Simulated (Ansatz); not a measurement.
**Work function of Na(100): what the settings cost and change**

Aim: the work function of Na(100) across levels of theory at one geometry.

Main program and level: Ansatz 0.2.0; plane-wave DFT, PBE, Ansatz PAW, in the first sound run; inputs show where later runs differ.

This is a report of a sequence of runs, with most program output left out.

**1. The structure**

The cell holds 7 atoms: 7 Na. Its edges and angles: a = 4.230 Å, b = 4.230 Å, c = 30.690 Å, α = 90.0°, β = 90.0°, γ = 90.0°. Vacuum lies along c.

**2. Slab, setting PBE, Ansatz PAW (420 eV)**

A work function rests on the faint tail of the density, so the SCF threshold is tight. PBE on the default files comes first; the next runs keep the geometry and change functional or files, each at the cutoff that its files recommend; a relaxation and, for heavy metals, spin-orbit coupling close the ladder.

Contents of input.yaml:

```yaml
crystal:
  lattice:
    - [4.23, 0.0, 0.0]
    - [0.0, 4.23, 0.0]
    - [0.0, 0.0, 30.69]
  atoms:
    - { symbol: Na, position: [0.0, 0.0, 0.293255132] }
    - { symbol: Na, position: [0.5, 0.5, 0.362170088] }
    - { symbol: Na, position: [0.0, 0.0, 0.431085044] }
    - { symbol: Na, position: [0.5, 0.5, 0.5] }
    - { symbol: Na, position: [0.0, 0.0, 0.568914956] }
    - { symbol: Na, position: [0.5, 0.5, 0.637829912] }
    - { symbol: Na, position: [0.0, 0.0, 0.706744868] }
kpoints:
  mp_grid: { grid: [10, 10, 1] }
hamiltonian:
  xc: pbe
scf:
  occupations: { method: fermi_dirac, width: 0.1 }
  convergence: { dr2_threshold: 1.0e-09 }
efield:
  axis: 3
  dipole_correction: true
  ramp_position: 0.97
  ramp_width: 0.06
output:
  write_potential: true
  write_density: true
  volumetric_format: npy
  elf: true
```

Started as:

```bash
$ ansatz run input.yaml --threads 2 --pin off --max-ram 3072MiB --backend cpu --events-out ev --progress --plain --runs-dir out
```

Elapsed: 22 s, on 2 threads of Arm Neoverse V2, shared host; peak memory 0.84 GiB.

This step gave:

- energy at zero smearing: -10404.4038 eV
- work function, upper face: 2.665 eV

Running mean over 2.115 Å of the planar mean; the ramp of the sawtooth is left out. Table of electron's electrostatic potential energy less the Fermi level by z:

| z (Å) | electron's electrostatic potential energy less the Fermi level (eV) |
| --- | --- |
| 4 | 2.66 |
| 5 | 2.65 |
| 6 | 2.58 |
| 7 | 2.23 |
| 8 | 0.451 |
| 9 | -0.894 |
| 10 | -0.917 |
| 11 | -0.873 |
| 12 | -0.882 |
| 13 | -0.871 |
| 14 | -0.868 |
| 15 | -0.879 |
| 16 | -0.876 |
| 17 | -0.866 |
| 18 | -0.876 |
| 19 | -0.880 |
| 20 | -0.877 |
| 21 | -0.939 |
| 22 | -0.754 |
| 23 | 1.29 |
| 24 | 2.40 |
| 25 | 2.62 |
| 26 | 2.66 |
| 27 | 2.66 |

ELF in the ca plane at fractional y = 0.000, with atoms of Na within 0.2 Å of it. It is the smooth field of the valence electrons, not physical close to the nuclei.

Values, 6 rows by 16 columns, each cell a mean:
```
0.47 0.15 0.46 0.27 0.35 0.26 0.36 0.38 0.22 0.40 0.25 0.48 0.08 0.23 0.07 0.01
0.53 0.32 0.09 0.14 0.49 0.43 0.11 0.10 0.40 0.52 0.19 0.09 0.19 0.25 0.06 0.01
0.52 0.50 0.45 0.49 0.52 0.52 0.47 0.46 0.50 0.54 0.61 0.52 0.49 0.23 0.05 0.01
0.53 0.48 0.34 0.41 0.52 0.52 0.37 0.36 0.49 0.54 0.52 0.37 0.43 0.24 0.05 0.01
0.52 0.25 0.15 0.11 0.45 0.38 0.12 0.13 0.34 0.50 0.13 0.16 0.12 0.25 0.06 0.01
0.45 0.14 0.47 0.32 0.33 0.23 0.40 0.42 0.20 0.38 0.30 0.48 0.09 0.22 0.08 0.01
```
Columns run along c (16.0 Å, from fractional 0.35 to 0.87 of the cell), rows up along a (4.2 Å). Atoms in or near the plane, at fractional coordinates: Na at (0.43, 0.00), Na at (0.57, 0.00), Na at (0.71, 0.00).

Valence density in the ca plane at fractional y = 0.000, with atoms of Na within 0.2 Å of it. It is the smooth field of the valence electrons, not physical close to the nuclei.

Ten steps, logarithmic in the rise over the least value, from '0' (0 e/Å³) to '9' (17 e/Å³), each cell a mean:
```
00000279840000000489720000001688510000000000
00000034310000000134200000000244200000000000
00000000000000000000000000000000000000000000
00000000000000000000000000000000000000000000
00000000000000000000000000000000000000000000
00000000000000000000000000000000000000000000
00000000000000000000000000000000000000000000
00000000000000000000000000000000000000000000
00000011100000000011100000000111000000000000
00000157620000000267510000001477400000000000
00000389950000001599820000001699610000000000
```
Columns run along c (16.0 Å, from fractional 0.35 to 0.87 of the cell), rows up along a (4.2 Å). Atoms in or near the plane, at fractional coordinates: Na at (0.43, 0.00), Na at (0.57, 0.00), Na at (0.71, 0.00).

Electrostatic potential energy in the ca plane at fractional y = 0.000, with atoms of Na within 0.2 Å of it. With pseudopotentials it is smooth inside the atoms' cores, unlike the true potential.

Values in eV, 6 rows by 16 columns, each cell a mean:
```
  2  -1 -26 -12   1   1 -19 -20   0   1 -11 -28  -2   1   2   2
  2   1  -2  -1   2   1  -1  -1   1   2   0  -2   0   2   2   2
  2   2   2   2   2   2   2   2   2   2   2   1   2   2   2   2
  2   2   1   1   2   2   1   1   2   2   1   1   1   2   2   2
  2   1  -5  -2   2   1  -4  -4   1   2  -2  -6   0   2   2   2
  2  -1 -34 -16   1   0 -25 -27   0   1 -15 -36  -3   1   2   2
```
Columns run along c (16.0 Å, from fractional 0.35 to 0.87 of the cell; values clipped at the 3rd and 97th percentile), rows up along a (4.2 Å). Atoms in or near the plane, at fractional coordinates: Na at (0.43, 0.00), Na at (0.57, 0.00), Na at (0.71, 0.00).

The work function is 2.665 eV.

**3. Run**

This step: plane-wave DFT, LDA, Ansatz PAW (Ansatz 0.2.0).

Changes to input.yaml since step 2:

```diff
@@ -16,3 +16,3 @@
 hamiltonian:
-  xc: pbe
+  xc: lda
 scf:
@@ -29,2 +29 @@
   volumetric_format: npy
-  elf: true
```

Run time: 21 s. Hardware: 2 threads; peak memory 0.82 GiB.

The work function is 2.777 eV, +0.111 eV from the run “PBE, Ansatz PAW (420 eV)”, at 0.98 times its CPU time.

**4. Slab**

This step: plane-wave DFT, PBEsol, Ansatz PAW (Ansatz 0.2.0).

Changes to input.yaml since step 3:

```diff
@@ -16,3 +16,3 @@
 hamiltonian:
-  xc: lda
+  xc: pbesol
 scf:
```

The job ended after 21 s (2 threads; peak memory 0.84 GiB).

The work function is 2.679 eV, +0.014 eV from the run “PBE, Ansatz PAW (420 eV)”, at 0.99 times its CPU time.

**5. Slab**

This step: plane-wave DFT, RPBE, Ansatz PAW (Ansatz 0.2.0).

Changes to input.yaml since step 4:

```diff
@@ -16,3 +16,3 @@
 hamiltonian:
-  xc: pbesol
+  xc: rpbe
 scf:
```

Elapsed: 23 s, on 2 threads; peak memory 0.84 GiB; 45 s of CPU time.

The work function is 2.599 eV, -0.066 eV from the run “PBE, Ansatz PAW (420 eV)”, at 1.0 times its CPU time.

**6. Run**

This step: plane-wave DFT, r2SCAN, Ansatz PAW (Ansatz 0.2.0).

Changes to input.yaml since step 5:

```diff
@@ -16,3 +16,3 @@
 hamiltonian:
-  xc: rpbe
+  xc: r2scan
 scf:
```

It took 52 s on 2 threads; peak memory 1.6 GiB.

The work function is 2.665 eV, -0.001 eV from the run “PBE, Ansatz PAW (420 eV)”, at 2.4 times its CPU time.

**7. Run**

This step: plane-wave DFT, PBE, JTH PAW (Ansatz 0.2.0).

Changes to input.yaml since step 6:

```diff
@@ -16,3 +16,4 @@
 hamiltonian:
-  xc: r2scan
+  xc: pbe
+  pseudopotentials: { kind: paw, source: jth }
 scf:
```

Elapsed: 1.9 min, on 2 threads; peak memory 2.4 GiB.

The work function is 2.666 eV, +0.001 eV from the run “PBE, Ansatz PAW (420 eV)”, at 5.2 times its CPU time.

**8. Run**

This step: plane-wave DFT, PBE, norm-conserving (Ansatz 0.2.0).

Changes to input.yaml since step 7:

```diff
@@ -17,3 +17,3 @@
   xc: pbe
-  pseudopotentials: { kind: paw, source: jth }
+  pseudopotentials: { kind: nc }
 scf:
```

The job ended after 73 s (2 threads; peak memory 2.1 GiB).

The work function is 2.665 eV, -0.000 eV from the run “PBE, Ansatz PAW (420 eV)”, at 3.4 times its CPU time.

**9. Run**

This step: plane-wave DFT, LDA, norm-conserving (Ansatz 0.2.0).

Changes to input.yaml since step 8:

```diff
@@ -16,3 +16,3 @@
 hamiltonian:
-  xc: pbe
+  xc: lda
   pseudopotentials: { kind: nc }
```

Elapsed: 72 s, on 2 threads; peak memory 2 GiB; 2.4 min of CPU time.

The work function is 2.776 eV, +0.111 eV from the run “PBE, Ansatz PAW (420 eV)”, at 3.3 times its CPU time.

**10. Run, setting PBE, all layers relaxed**

This step: plane-wave DFT, PBE, Ansatz PAW (Ansatz 0.2.0).

Changes to input.yaml since step 9:

```diff
@@ -16,4 +16,3 @@
 hamiltonian:
-  xc: lda
-  pseudopotentials: { kind: nc }
+  xc: pbe
 scf:
@@ -26,2 +25,5 @@
   ramp_width: 0.06
+relax:
+  f_tol: 0.01
+  max_steps: 40
 output:
```

It took 42 s on 2 threads; peak memory 0.77 GiB; 84 s of CPU time.

The relaxation took 3 steps and lowered the energy by 0.0023 eV; the largest force on the free atoms ends at 0.0020 eV/Å.

The work function is 2.659 eV, -0.007 eV from the run “PBE, Ansatz PAW (420 eV)”, at 2.0 times its CPU time.

**11. Side by side**

Times are for 2 threads of Arm Neoverse V2, shared host. The series side by side:

| no. | setting | work function, upper face (eV) | time | memory (GiB) |
| --- | --- | --- | --- | --- |
| 1 | PBE, Ansatz PAW (420 eV) | 2.665 | 22 s | 0.84 |
| 2 | LDA, Ansatz PAW (420 eV) | 2.777 | 21 s | 0.82 |
| 3 | PBEsol, Ansatz PAW (420 eV) | 2.679 | 21 s | 0.84 |
| 4 | RPBE, Ansatz PAW (420 eV) | 2.599 | 23 s | 0.84 |
| 5 | r2SCAN, Ansatz PAW (500 eV) | 2.665 | 52 s | 1.6 |
| 6 | PBE, JTH PAW (1440 eV) | 2.666 | 1.9 min | 2.4 |
| 7 | PBE, norm-conserving (1197 eV) | 2.665 | 73 s | 2.1 |
| 8 | LDA, norm-conserving (1197 eV) | 2.776 | 72 s | 2.0 |
| 9 | PBE, all layers relaxed | 2.659 | 42 s | 0.77 |

**12. What came out**

```yaml
work_function_pbe_ansatz_paw_420_ev: 2.665 eV
work_function_lda_ansatz_paw_420_ev: 2.777 eV
work_function_rpbe_ansatz_paw_420_ev: 2.599 eV
work_function_r2scan_ansatz_paw_500_ev: 2.665 eV
work_function_pbe_all_layers_relaxed: 2.659 eV
```

In words: PBE on the default files gives 2.67 eV, and the settings tried spread the value from 2.60 to 2.78 eV. At one geometry LDA lies 0.11 eV above PBE. The choice of pseudopotentials moves the PBE value by 0.001 eV. Relaxing the layers changes it by -0.007 eV. The ladder's slabs use the tabulated experimental lattice constant (two decimals; a low-temperature value for the alkali metals).

[Logs are printed without paths, hosts, clocks, repeated set-up lines and the standing remarks that a program may print on its own settings, such as how far it seeks lower states.]

[Hosts, paths, dates, database ids (printed as entryN), source tags and the programs' standing remarks are cut or masked in the printed files.]

[Maps of the electrostatic potential energy from Ansatz leave out the sawtooth potential of an applied field or a dipole correction, so their vacuum need not be flat; planar profiles and work functions include it.]
